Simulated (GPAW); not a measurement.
# Al2O3 (Corundum): G0W0 with GPAW, start to end

Wanted: ground state, empty states, screening and self-energy for Al2O3 (Corundum).

Calculated with GPAW 26.7.0; PBE and many-body steps on it, plane waves.

**The experiments to reproduce.**

- Gap 8.7 eV: optical band gap of host from absorption; optical absorption, quoted from earlier work; bulk crystal (high-purity reference sample) (quoted in “Multi-petahertz electron interference in Cr:Al2O3 solid-state material”, 2018, pmc:5906618).

## Step 1: Starting point

The structure is trigonal, space group R-3c (No. 167). Conventional cell: a = 4.760 Å, b = 4.760 Å, c = 12.996 Å, α = 90.00°, β = 90.00°, γ = 120.00°. Al has 6 O at 1.85 to 1.97 Å nearest. Nearest to O lie 4 Al at 1.85 to 1.97 Å. Farther neighbours and most contacts between anions are not listed.

Structure file:

```
Al O
1.0
     2.38025    1.37424    4.33187
    -2.38025    1.37424    4.33187
     0.00000   -2.74848    4.33187
Al O
4 6
Direct
  0.35216 0.35216 0.35216
  0.14784 0.14784 0.14784
  0.64784 0.64784 0.64784
  0.85216 0.85216 0.85216
  0.55668 0.94332 0.25000
  0.25000 0.55668 0.94332
  0.94332 0.25000 0.55668
  0.44332 0.05668 0.75000
  0.75000 0.44332 0.05668
  0.05668 0.75000 0.44332
```

The cell and positions come from the Crystallography Open Database and are kept as given unless a step says otherwise.

## Step 2: Ground state

This step: GPAW 26.7.0; DFT, PBE, plane waves, PAW.

The ground-state density comes first.

File run.py:

```python
import json
import numpy as np
from gpaw.mpi import world
from ase import Atoms
from gpaw import GPAW, PW, FermiDirac

atoms = Atoms(['Al', 'Al', 'Al', 'Al', 'O', 'O', 'O', 'O', 'O', 'O'],
    cell=[[2.3802500000, 1.3742379782, 4.3318666667],
      [-2.3802500000, 1.3742379782, 4.3318666667],
      [0.0000000000, -2.7484759565, 4.3318666667]],
    scaled_positions=[[0.3521600000, 0.3521600000, 0.3521600000],
      [0.1478400000, 0.1478400000, 0.1478400000],
      [0.6478400000, 0.6478400000, 0.6478400000],
      [0.8521600000, 0.8521600000, 0.8521600000],
      [0.5566800000, 0.9433200000, 0.2500000000],
      [0.2500000000, 0.5566800000, 0.9433200000],
      [0.9433200000, 0.2500000000, 0.5566800000],
      [0.4433200000, 0.0566800000, 0.7500000000],
      [0.7500000000, 0.4433200000, 0.0566800000],
      [0.0566800000, 0.7500000000, 0.4433200000]],
    pbc=(True, True, True))
calc = GPAW(mode=PW(600),
    xc='PBE',
    kpts={'size': (6, 6, 6), 'gamma': True},
    occupations=FermiDirac(0.001),
    nbands=-11,
    convergence={'density': 1e-6, 'bands': -3},
    maxiter=100,
    txt='gs.txt')
atoms.calc = calc
res = {'energy': atoms.get_potential_energy()}
kpts = calc.get_ibz_k_points()
res['kpts'] = kpts
res['eigenvalues'] = [calc.get_eigenvalues(kpt=k) for k in range(len(kpts))]
res['n_electrons'] = calc.get_number_of_electrons()
calc.write('gs.gpw')

if world.rank == 0:
    with open('result.json', 'w') as f:
        json.dump(res, f, default=lambda x: x.tolist())
```

Run with:

```
$ mpirun -n 8 gpaw python run.py
```

Numbers of over 12 decimals in the logs are rounded to 6 here.

Output:

```text
__  _  _
 | _ |_)|_||  |
 |__||  | ||/\| - 26.7.0

Input parameters:
  mode=PW(ecut=600.0),
  convergence={'density': 1e-06, 'bands': -3},
  kpts=MonkhorstPack(size=(6, 6, 6), gamma=True),
  maxiter=100,
  nbands=-11,
  occupations=Occupations(name='fermi-dirac', width=0.001, fixmagmom=False),
  xc=XC(name='PBE')
  [... matrices ...]
Diagonalizing LCAO Hamiltonian
Converting LCAO to pw mode

            Al

           OAl
                O
         O     O
        O
            AO

            Al

Atoms  # Å, Bohr magnetons
|   | symbol |         x |         y |         z |    initial magnetic moments |
| 0 |     Al | -0.000000 | -0.000000 |  4.576530 | ( 0.0000,  0.0000,  0.0000) |
| 1 |     Al | -0.000000 | -0.000000 |  1.921270 | ( 0.0000,  0.0000,  0.0000) |
| 2 |     Al | -0.000000 | -0.000000 |  8.419070 | ( 0.0000,  0.0000,  0.0000) |
| 3 |     Al |  0.000000 | -0.000000 | 11.074330 | ( 0.0000,  0.0000,  0.0000) |
| 4 |      O | -0.920300 |  1.374238 |  7.580767 | ( 0.0000,  0.0000,  0.0000) |
| 5 |      O | -0.729975 | -1.484122 |  7.580767 | ( 0.0000,  0.0000,  0.0000) |
| 6 |      O |  1.650275 |  0.109884 |  7.580767 | ( 0.0000,  0.0000,  0.0000) |
| 7 |      O |  0.920300 | -1.374238 |  5.414833 | ( 0.0000,  0.0000,  0.0000) |
| 8 |      O |  0.729975 |  1.484122 |  5.414833 | ( 0.0000,  0.0000,  0.0000) |
| 9 |      O | -1.650275 | -0.109884 |  5.414833 | ( 0.0000,  0.0000,  0.0000) |

Unit cell  # Å
| periodic |         x |         y |        z |  lengths |    angles |
|      yes |  2.380250 |  1.374238 | 4.331867 | 5.130223 | 55.286671 |
|      yes | -2.380250 |  1.374238 | 4.331867 | 5.130223 | 55.286671 |
|      yes |  0.000000 | -2.748476 | 4.331867 | 5.130223 | 55.286671 |

Number of symmetries: 6
Symmetry operations  # r_c * U_cc + t_c -> r_c
|   | kind |            matrix            |
| 0 |  E   |  1, 0, 0,  0, 1, 0,  0, 0, 1 |
| 1 |  C3  |  0, 1, 0,  0, 0, 1,  1, 0, 0 |
| 2 |  C3  |  0, 0, 1,  1, 0, 0,  0, 1, 0 |
| 3 |  S6  |  0, 0,-1, -1, 0, 0,  0,-1, 0 |
| 4 |  S6  |  0,-1, 0,  0, 0,-1, -1, 0, 0 |
| 5 |  i   | -1, 0, 0,  0,-1, 0,  0, 0,-1 |

BZ-sampling:
  Number of BZ points: 216
  Number of IBZ points: 40

  Monkhorst-Pack size: [6, 6, 6]
  Monkhorst-Pack shift: [0.083333, 0.083333, 0.083333]

K-points  # in reciprocal-cell coordinates
|     |                                coordinates |     weight |
|   0 | (  0.00000000,   0.00000000,   0.00000000) | 0.00462963 |
|   1 | (  0.16666667,   0.00000000,  -0.16666667) | 0.02777778 |
|   2 | (  0.16666667,   0.00000000,   0.00000000) | 0.02777778 |
|   3 | (  0.16666667,   0.16666667,  -0.16666667) | 0.02777778 |
|   4 | (  0.16666667,   0.16666667,   0.00000000) | 0.02777778 |
|   5 | (  0.16666667,   0.16666667,   0.16666667) | 0.00925926 |
|   6 | (  0.33333333,  -0.16666667,  -0.33333333) | 0.02777778 |
|   7 | (  0.33333333,  -0.16666667,  -0.16666667) | 0.02777778 |
|   8 | (  0.33333333,  -0.16666667,   0.00000000) | 0.02777778 |
|   9 | (  0.33333333,  -0.16666667,   0.16666667) | 0.02777778 |
| ... |                                            |            |
|  39 | (  0.50000000,   0.50000000,   0.50000000) | 0.00462963 |

Plane wave coefficients: 2873
Cutoff: 600.0 eV

Spin-components: 1 (collinear spins)
Bands:           35
Projectors:      50
Spin-degeneracy: 2
Datatype:        complex128

  Storage: CPU
  Wave functions: 64_086_400 bytes (8_010_800 per core)
  Projectors: 53_100_160 bytes (6_637_520 per core)
  [... matrices ...]
Parallelization:
  kpt:    8
  domain: 1
  band:   1

Density:
  Valence electrons: 48.0
  Components: 1
  Grid points: [30 30 30]
  Charge: 0.0  # |e|

Potential:
  Grid points: [30 30 30]

species:
  Al:
    name:    Aluminium
    Z:       13.0
    valence: 3
    core:    10
    charge:  0.0  # [|e|]
    compensation charges:
      type: gauss
      rc: 0.34  # [Å]
      lmax: 2
    cutoffs:
      filter: 1.91  # [Å]
      core: 2.36  # [Å]
    projectors
    | kind |    occ | energy [eV] | rcut [Å] |
    |   3s |  2.000 |      -7.753 |    1.085 |
    |   3p |  1.000 |      -2.712 |    1.085 |
    |    s |        |      19.459 |    1.085 |
    |    p |        |      24.499 |    1.085 |
    |    d |        |       0.000 |    1.085 |

    Using partial waves for Al as LCAO basis

  O:
    name:    Oxygen
    Z:       8.0
    valence: 6
    core:    2
    charge:  0.0  # [|e|]
    compensation charges:
      type: gauss
      rc: 0.21  # [Å]
      lmax: 2
    cutoffs:
      filter: 1.17  # [Å]
      core: 0.83  # [Å]
    projectors
    | kind |    occ | energy [eV] | rcut [Å] |
    |   2s |  2.000 |     -23.961 |    0.688 |
    |   2p |  4.000 |      -9.029 |    0.598 |
    |    s |        |       3.251 |    0.688 |
    |    p |        |      18.182 |    0.598 |
    |    d |        |       0.000 |    0.619 |

    Using partial waves for O as LCAO basis

Reference energy: -38658.806866  # eV

eigensolver:
  PPCG
  Converge bands: -3
  niter=2

density mixing:
  MSR1-Mixer
  Pratt-step length: 0.05
  Maximum mixing coefficient: 0.75
  Old densities: 10
  SVD Regularization: 0.005
  Good broyden scale: 1.0
  Trust region scale: 1.0
  Backstep threshold: 4.0
  History deletion threshold: 6.0
  Fourier metric: weight=20.0, sigma=0.015

occupation numbers:
  Fermi-Dirac:
    width: 0.0010  # eV

poisson solver:
  ecut: 4800.0  # eV

xc functional:
  name: PBE with 2 nearest neighbor stencil

Initialization done in: 2.073 s

convergence criteria:
- Maximum integral of absolute [dens]ity change: 1e-06 electrons / valence electron
- Maximum [total energy] change in last 3 cyles: 0.0005 eV / valence electron
- Maximum integral of absolute [eigenst]ate change: 4e-08 eV^2 / valence electron
maximum number of iterations: 100

SCF iterations
|iter     |     time |      energy | eigst |  dens |
|iter:   1|  |  -81.845372 | +0.50 |       |
|iter:   2|  |  -80.106118 | -0.39 | -0.72 |
|iter:   3|  |  -75.000695 | -0.42 | -0.77 |
|iter:   4|  |  -75.103139 | -1.59 | -1.36 |
|iter:   5|  |  -75.151180 | -2.04 | -1.65 |
|iter:   6|  |  -75.151478 | -2.32 | -2.88 |
|iter:   7|  |  -75.151524c| -2.47 | -3.30 |
|iter:   8|  |  -75.151524c| -2.80 | -4.45 |
|iter:   9|  |  -75.151524c| -3.21 | -5.00 |
|iter:  10|  |  -75.151524c| -3.36 | -5.76 |
|iter:  11|  |  -75.151524c| -3.77 | -6.40c|
|iter:  12|  |  -75.151524c| -3.95 | -7.12c|
|iter:  13|  |  -75.151524c| -4.22 | -7.72c|
|iter:  14|  |  -75.151524c| -4.56 | -8.20c|
|iter:  15|  |  -75.151524c| -4.77 | -8.93c|
|iter:  16|  |  -75.151524c| -5.05 | -9.45c|
|iter:  17|  |  -75.151524c| -5.55 |-10.03c|
|iter:  18|  |  -75.151524c| -5.88 |-10.52c|
|iter:  19|  |  -75.151524c| -6.29 |-11.54c|
|iter:  20|  |  -75.151524c| -6.70 |-12.47c|
|iter:  21|  |  -75.151524c| -7.05 |-12.86c|
|iter:  22|  |  -75.151524c| -7.25 |-13.31c|
|iter:  23|  |  -75.151524c| -7.52c|-13.71c|

Converged in 23 steps
SCF loop duration: 21.959 s (0.955 s/step)
Energy contributions relative to reference atoms: (reference = -38658.806866)
  [... matrices ...]
Energy contributions:
  Kinetic:          85.962304
  Coulomb:         -74.912134
  Zero:              0.867017
  External:          0.000000
  Xc:              -87.068710
  Entropy:          -0.000000
  Spinorbit:         0.000000
  ----------------------------
  Free energy:     -75.151524
  Extrapolated:    -75.151524

dipole moment: (-0.000000, 0.000000, -0.000004)  # |e|*Ang

Fermi level: 7.652
Eigenvalues  # (at kpt = [0.000, 0.000, 0.000])
| band index |      eig [eV] | occ [0-2] |
|          0 |       -12.981 |     2.000 |
|        ... |               |           |
|         16 |         4.829 |     2.000 |
|         17 |         4.957 |     2.000 |
|         18 |         4.957 |     2.000 |
|         19 |         5.752 |     2.000 |
|         20 |         5.753 |     2.000 |
|         21 |         6.218 |     2.000 |
|         22 |         6.218 |     2.000 |
|         23 |         6.261 |     2.000 |
|         24 |        12.487 |     0.000 |
[...]
|         28 |        17.795 |     0.000 |
|         29 |        17.979 |     0.000 |
|         30 |        18.639 |     0.000 |
|         31 |        18.639 |     0.000 |
|        ... |               |           |
|         34 |        21.209 |     0.000 |

Gap: 6.226 eV
Transition (v -> c):
  (s=0, k=0, n=23, [0.00, 0.00, 0.00]) -> (s=0, k=0, n=24, [0.00, 0.00, 0.00])
No difference between direct/indirect transitions
# Writing to gs.gpw (mode='')
  [... matrices ...]
```

The job ended after 26 s (8 MPI ranks of Arm Neoverse V2, shared host; peak memory 1.7 GiB; 3.4 min of CPU time).

This step gave:

```yaml
total_energy: -75.1515 eV
gap: 6.226 eV
k_of_the_valence_top: 0, 0, 0
k_of_the_conduction_bottom: 0, 0, 0
least_direct_gap: 6.226 eV
```

The gap is direct, at Γ.

## Step 3: Bands along the symmetry lines

Levels along a band path, at the cheap level, show where the edges lie and whether the meshes to come will hold them.

File run.py:

```python
import json
import numpy as np
from gpaw.mpi import world
from gpaw import GPAW

path = [[0.000000, 0.000000, 0.000000],
    [0.062500, 0.062500, 0.062500],
    [0.125000, 0.125000, 0.125000],
    [0.187500, 0.187500, 0.187500],
    [0.250000, 0.250000, 0.250000],
    [0.312500, 0.312500, 0.312500],
    [0.375000, 0.375000, 0.375000],
    [0.437500, 0.437500, 0.437500],
    [0.500000, 0.500000, 0.500000],
    [0.533280, 0.466720, 0.500000],
    [0.566560, 0.433440, 0.500000],
    [0.599840, 0.400160, 0.500000],
    [0.633120, 0.366880, 0.500000],
    [0.666400, 0.333600, 0.500000],
    [0.699680, 0.300320, 0.500000],
    [0.732960, 0.267040, 0.500000],
    [0.766240, 0.233760, 0.500000],
    [0.500000, -0.233760, 0.233760],
    [0.500000, -0.204540, 0.204540],
    [0.500000, -0.175320, 0.175320],
    [0.500000, -0.146100, 0.146100],
    [0.500000, -0.116880, 0.116880],
    [0.500000, -0.087660, 0.087660],
    [0.500000, -0.058440, 0.058440],
    [0.500000, -0.029220, 0.029220],
    [0.500000, 0.000000, 0.000000],
    [0.437500, 0.000000, 0.000000],
    [0.375000, 0.000000, 0.000000],
    [0.312500, 0.000000, 0.000000],
    [0.250000, 0.000000, 0.000000],
    [0.187500, 0.000000, 0.000000],
    [0.125000, 0.000000, 0.000000],
    [0.062500, 0.000000, 0.000000],
    [0.000000, 0.000000, 0.000000],
    [0.045860, -0.045860, 0.000000],
    [0.091720, -0.091720, 0.000000],
    [0.137580, -0.137580, 0.000000],
    [0.183440, -0.183440, 0.000000],
    [0.229300, -0.229300, 0.000000],
    [0.275160, -0.275160, 0.000000],
    [0.321020, -0.321020, 0.000000],
    [0.366880, -0.366880, -0.000000],
    [0.633120, 0.000000, 0.366880],
    [0.616480, 0.000000, 0.383520],
    [0.599840, 0.000000, 0.400160],
    [0.583200, 0.000000, 0.416800],
    [0.566560, 0.000000, 0.433440],
    [0.549920, 0.000000, 0.450080],
    [0.533280, 0.000000, 0.466720],
    [0.516640, 0.000000, 0.483360],
    [0.500000, 0.000000, 0.500000],
    [0.437500, 0.000000, 0.437500],
    [0.375000, 0.000000, 0.375000],
    [0.312500, 0.000000, 0.312500],
    [0.250000, 0.000000, 0.250000],
    [0.187500, 0.000000, 0.187500],
    [0.125000, 0.000000, 0.125000],
    [0.062500, 0.000000, 0.062500],
    [0.000000, 0.000000, 0.000000]]
calc = GPAW('gs.gpw').fixed_density(kpts=path,
    symmetry='off',
    nbands=34,
    convergence={'bands': 30},
    txt='bands.txt')
res = {}
kpts = calc.get_ibz_k_points()
res['kpts'] = kpts
res['eigenvalues'] = [calc.get_eigenvalues(kpt=k) for k in range(len(kpts))]
res['n_electrons'] = calc.get_number_of_electrons()

if world.rank == 0:
    with open('result.json', 'w') as f:
        json.dump(res, f, default=lambda x: x.tolist())
```

Run with:

```
$ mpirun -n 8 gpaw python run.py
```

Output:

```text
Diagonalizing LCAO Hamiltonian
Converting LCAO to pw mode
convergence criteria:
- Maximum integral of absolute [eigenst]ate change: 4e-08 eV^2 / valence electron
maximum number of iterations: 100

SCF iterations
|iter     |     time |      energy | eigst |  dens |
|iter:   1|  |             | +0.45 |       |
|iter:   2|  |             | -0.75 |       |
|iter:   3|  |             | -1.49 |       |
[...]
|iter:  18|  |             | -7.08 |       |
|iter:  19|  |             | -7.25 |       |
|iter:  20|  |             | -7.42c|       |
SCF steps: 20
  __  _  _
 | _ |_)|_||  |
 |__||  | ||/\| - 26.7.0

Input parameters:
  mode=PW(ecut=600.0),
  convergence={'bands': 30},
  gpts=array([30, 30, 30]),
  kpts=KPoints(kpts=array([[ 0.     ,  0.     ,  0.     ],
         [ 0.0625 ,  0.0625 ,  0.0625 ],
         [ 0.125  ,  0.125  ,  0.125  ],
         [ 0.1875 ,  0.1875 ,  0.1875 ],
[...]
[ 0.53328,  0.46672,  0.5    ],
         [ 0.56656,  0.43344,  0.5    ],
         [ 0.59984,  0.40016,  0.5    ],
[...]
[ 0.5    , -0.23376,  0.23376],
         [ 0.5    , -0.20454,  0.20454],
         [ 0.5    , -0.17532,  0.17532],
[...]
[ 0.5    , -0.11688,  0.11688],
         [ 0.5    , -0.08766,  0.08766],
         [ 0.5    , -0.05844,  0.05844],
         [ 0.5    , -0.02922,  0.02922],
[...]
[ 0.32102, -0.32102,  0.     ],
         [ 0.36688, -0.36688, -0.     ],
         [ 0.63312,  0.     ,  0.36688],
         [ 0.61648,  0.     ,  0.38352],
         [ 0.59984,  0.     ,  0.40016],
[...]
[ 0.56656,  0.     ,  0.43344],
         [ 0.54992,  0.     ,  0.45008],
         [ 0.53328,  0.     ,  0.46672],
         [ 0.51664,  0.     ,  0.48336],
[...]
[ 0.125  ,  0.     ,  0.125  ],
         [ 0.0625 ,  0.     ,  0.0625 ],
         [ 0.     ,  0.     ,  0.     ]])),
  maxiter=100,
  nbands=34,
  occupations=Occupations(name='fermi-dirac', width=0.001, fixmagmom=False),
  parallel={},
  symmetry=Symmetry(point_group=False, time_reversal=False),
  xc=XC(name='PBE')
```

Run time: 27 s. Hardware: 8 MPI ranks; peak memory 1.8 GiB.

Numbers from this step:

```
gap                        : 6.226 eV
k of the valence top       : 0, 0, 0
k of the conduction bottom : 0, 0, 0
least direct gap           : 6.226 eV
```

The gap is 6.226 eV, as in the run before at this level.

The electronic bands at the labelled points (eV, zero at the top of the highest filled band):

```tsv
point	band 21	band 22	band 23	band 24	band 25	band 26	band 27	band 28
Γ	-0.51	-0.04	-0.04	0.00	6.23	9.15	10.76	11.53
halfway	-0.52	-0.52	-0.12	-0.12	7.21	9.20	10.60	11.67
T	-0.39	-0.39	-0.39	-0.39	8.68	8.68	11.10	11.10
halfway	-0.86	-0.86	-0.54	-0.54	9.38	9.38	10.81	10.81
H2	-0.85	-0.85	-0.51	-0.51	9.71	9.71	10.13	10.13
jump to H0	-0.85	-0.85	-0.51	-0.51	9.71	9.71	10.13	10.13
halfway	-0.85	-0.85	-0.32	-0.32	9.38	9.38	9.86	9.86
L	-0.92	-0.92	-0.28	-0.28	9.48	9.48	9.65	9.65
halfway	-0.77	-0.46	-0.16	-0.12	7.48	10.06	10.15	10.80
Γ	-0.51	-0.04	-0.04	0.00	6.23	9.15	10.76	11.53
halfway	-0.85	-0.54	-0.17	-0.09	7.90	9.78	10.33	10.48
S0	-0.89	-0.85	-0.57	-0.29	9.51	9.55	9.76	10.21
jump to S2	-0.89	-0.85	-0.57	-0.29	9.51	9.55	9.76	10.21
halfway	-0.96	-0.85	-0.74	-0.27	9.61	9.80	9.80	10.24
F	-1.03	-0.92	-0.74	-0.26	9.63	9.74	9.94	10.41
halfway	-0.97	-0.60	-0.26	-0.17	7.74	10.13	10.17	10.76
Γ	-0.51	-0.04	-0.04	0.00	6.23	9.15	10.76	11.53
```

## Step 4: Empty states on the mesh, 4×4×4 mesh, 556 bands

The sums over transitions need many empty states on a uniform mesh; this step solves for them.

File run.py:

```python
import json
import numpy as np
from gpaw.mpi import world
from gpaw import GPAW

calc = GPAW('gs.gpw').fixed_density(kpts={'size': (4, 4, 4), 'gamma': True},
    parallel={'domain': 1, 'band': 1},
    txt='nscf.txt')
calc.diagonalize_full_hamiltonian(nbands=556)
calc.write('full.gpw', mode='all')
res = {}
kpts = calc.get_ibz_k_points()
res['kpts'] = kpts
res['eigenvalues'] = [calc.get_eigenvalues(kpt=k) for k in range(len(kpts))]
res['n_electrons'] = calc.get_number_of_electrons()

if world.rank == 0:
    with open('result.json', 'w') as f:
        json.dump(res, f, default=lambda x: x.tolist())
```

Run with:

```
$ mpirun -n 8 gpaw python run.py
```

Output:

```text
Diagonalizing LCAO Hamiltonian
Converting LCAO to pw mode
convergence criteria:
- Maximum integral of absolute [eigenst]ate change: 4e-08 eV^2 / valence electron
maximum number of iterations: 100

SCF iterations
|iter     |     time |      energy | eigst |  dens |
|iter:   1|  |             | +0.60 |       |
|iter:   2|  |             | -0.49 |       |
|iter:   3|  |             | -1.00 |       |
[...]
|iter:  28|  |             | -6.98 |       |
|iter:  29|  |             | -7.20 |       |
|iter:  30|  |             | -7.45c|       |
SCF steps: 30
  __  _  _
 | _ |_)|_||  |
 |__||  | ||/\| - 26.7.0

Input parameters:
  mode=PW(ecut=600.0),
  convergence={'density': 1e-06, 'bands': -3},
  gpts=array([30, 30, 30]),
  kpts=MonkhorstPack(size=(4, 4, 4), gamma=True),
  maxiter=100,
  nbands=35,
  occupations=Occupations(name='fermi-dirac', width=0.001, fixmagmom=False),
  parallel={'domain': 1, 'band': 1},
  xc=XC(name='PBE')
Matrix size: 2861x2861
# Writing to full.gpw (mode='all')
  [... matrices ...]

timing:  # [seconds]
  Total: 40.846  # ━━━━━━━━━━━━━━━━━━━━━━━━━━━━━━━━━━━━━━━━━━━━━━━━━━━━━━━━━━
```

Elapsed: 54 s, on 8 MPI ranks; peak memory 6.4 GiB.

Numbers from this step:

```yaml
gap: 6.226 eV
k_of_the_valence_top: 0, 0, 0
k_of_the_conduction_bottom: 0, 0, 0
least_direct_gap: 6.226 eV
k_points_computed: 14
lowest_point_of_the_top_converged_band_above_the_valence_top: 183.2403 eV
```

On this mesh the gap is 6.226 eV.

(Continued in part 2 of 2.)

[Paths, hosts, dates, memory and timing lines, banners, echoed tables and standing remarks are left out of the program output.]

[Logs are printed without paths, hosts, clocks, repeated set-up lines and the standing remarks that a program may print on its own settings, such as how far it seeks lower states.]

[Runs of the session that timed out or met a known fault of the program may be left out.]

[Hosts, paths, dates, database ids (printed as entryN), source tags and the programs' standing remarks are cut or masked in the printed files.]
